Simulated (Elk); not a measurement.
**BAs (F-43m): refractive index against wavelength**

The refractive index of BAs (F-43m) below the direct gap (3.28 eV on the mesh) is read from one computed spectrum, n = √(Re ε).

Cell: a, b, c = 3.378, 3.378, 3.378 Å (primitive vectors), 2 atoms.

Method: Elk 11.2.3 (patched build), PBE, independent particles, k-mesh 12×12×12, Lorentzian half width 0.1 eV.

Launch of the response step: `OMP_NUM_THREADS=4 elk`. The run took 25 s, its band step included, on 4 threads of Arm Neoverse V1, on a shared host.

| wavelength (nm) | photon energy E (eV) | n |
| --- | --- | --- |
| 1550 | 0.800 | 3.2049 |
| 1310 | 0.946 | 3.2181 |
| 1064 | 1.165 | 3.2426 |
| 850 | 1.459 | 3.2854 |
| 700 | 1.771 | 3.3457 |
| 633 | 1.959 | 3.3909 |
| 532 | 2.331 | ? |

In the single-oscillator model n² − 1 = E₀E_d/(E₀² − E²), so 1/(n² − 1) = E₀/E_d − E²/(E₀E_d) is linear in E².

Working, on the rows shown:

| x = E² (eV²) | y = 1/(n² − 1) |
| --- | --- |
| 0.639837 | 0.107859 |
| 0.895757 | 0.106881 |
| 1.35784 | 0.105103 |
| 2.12762 | 0.102105 |
| 3.13716 | 0.0980997 |
| 3.83641 | 0.0952544 |

Means: x̄ = 1.9991, ȳ = 0.10255. Σ(x − x̄)(y − ȳ) = -0.03216, Σ(x − x̄)² = 8.164. Slope = -0.03216 / 8.164 = -0.003939; intercept = ȳ − slope · x̄ = 0.11043. Turned back into n, the line misses the rows shown by at most 0.00095.

**Question.** What does the fit predict for the withheld row, and how well does it do?

**Answer.** At x = 5.4314 the line gives y = 0.08903, that is 3.4975. The run gave 3.5065, so the extrapolation is off by 0.009, 3 % of the range in the table.

Refitted with all rows, the slope is -0.00402 and the intercept 0.11055. These give E₀ = √(intercept/−slope) = 5.24 eV and E_d = E₀/intercept = 47.4 eV; E₀ is 1.6 times the direct gap. The electronic limit at long wavelengths, without lattice vibrations, is n = √(1 + 1/intercept) = 3.169. Excitons are left out and so are local fields; PBE gaps are as a rule too small. The values come from a sum over the points of one k-mesh and carry its error, which grows as the direct gap shrinks. Spin-orbit coupling is left out.
